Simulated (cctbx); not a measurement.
**What is wrong with this refinement?**

Cell a = 13.7970 Å, b = 5.6420 Å, c = 7.1380 Å, α = 90.00°, β = 90.00°, γ = 90.00°; space group Pnma (no. 62).

Simulated single-crystal data (cctbx): Cu Kα, λ = 1.54184 Å, to d = 0.83 Å, 95 % of the full sphere, strongest reflection 5000 counts, noise from counting, a 6 % proportional error and a noise floor of 8 counts (s.d.); no absorption, and some extinction, which the refinements don't model.

An isotropic refinement with weights 1/σ² prints:

```text
Rint 0.073, 562 unique reflections to 0.83 A
cycle     R1     wR2    GooF  max shift (A)
   1  0.6730  0.9188  18.168   0.88808
   3  0.0224  0.0478   0.946   0.00003
final R1 0.0224 wR2 0.0478 GooF 0.946  parameters 16  data/parameter 35.1
atom        x        y        z      Ueq    occ   su(xyz)  su(Uiso or U11)
Ba1    0.59306  0.75000  0.15252   0.0022  1.000  0.00009  0.0002
Ag1    0.99011  0.75000  0.89952   0.0028  1.000  0.00011  0.0002
Ag2    0.80848  0.75000  0.43723   0.0031  1.000  0.00010  0.0002
Ag3    0.77585  0.75000  0.85218   0.0032  1.000  0.00010  0.0002
Zn1    0.34748  0.00610  0.35613   0.0034  1.000  0.00018  0.0002
difference map: max 1.63 min -1.87 rms 0.44
Q1    0.1405  0.2500  0.2667    4    1.75  1.43 A from Ag3
Q2    0.2252  0.6299  0.7586    8    1.65  1.25 A from Ag3
Q3    0.1532  0.7500  0.0280    4    1.60  1.84 A from Zn1
Q4    0.0692  0.2500  0.5343    4    1.57  1.70 A from Ag2
Q5    0.1525  0.7500  0.8448    4    1.47  1.38 A from Zn1
Q6    0.2119  0.2500  0.2178    4    1.39  0.53 A from Ag3
```

Q: Accept it or mend it, and why?

It can stand. The set-up had a fault (start far from the minimum), but the refinement still reached the right minimum: R1 = 0.0224, wR2 = 0.0478, GooF = 0.95 against R1 = 0.0224, wR2 = 0.0478, GooF = 0.95 for the right model.

The compound is BaZn2Ag3. The right model at the same level gives:

```text
Rint 0.073, 562 unique reflections to 0.83 A
cycle     R1     wR2    GooF  max shift (A)
   1  0.2364  0.4725   9.343   0.12600
   2  0.0224  0.0478   0.946   0.00001
final R1 0.0224 wR2 0.0478 GooF 0.946  parameters 16  data/parameter 35.1
atom        x        y        z      Ueq    occ   su(xyz)  su(Uiso or U11)
Ba1    0.59306  0.75000  0.15252   0.0022  1.000  0.00009  0.0002
Ag1    0.99011  0.75000  0.89952   0.0028  1.000  0.00011  0.0002
Ag2    0.80848  0.75000  0.43723   0.0031  1.000  0.00010  0.0002
Ag3    0.77585  0.75000  0.85218   0.0032  1.000  0.00010  0.0002
Zn1    0.34748  0.00610  0.35613   0.0034  1.000  0.00018  0.0002
difference map: max 1.63 min -1.87 rms 0.44
Q1    0.1405  0.2500  0.2667    4    1.75  1.43 A from Ag3
Q2    0.2252  0.6299  0.7586    8    1.65  1.25 A from Ag3
Q3    0.1532  0.7500  0.0280    4    1.60  1.84 A from Zn1
Q4    0.0692  0.2500  0.5343    4    1.57  1.70 A from Ag2
Q5    0.1525  0.7500  0.8448    4    1.47  1.38 A from Zn1
Q6    0.2119  0.2500  0.2178    4    1.39  0.53 A from Ag3
```

The model was made for the exercise: a known structure type with other elements put in, its volume estimated, not relaxed; displacement parameters are assumed.

[Middle refinement cycles are left out of these outputs.]

[Logs are printed without paths, hosts, clocks, repeated set-up lines and the standing remarks that a program may print on its own settings, such as how far it seeks lower states.]
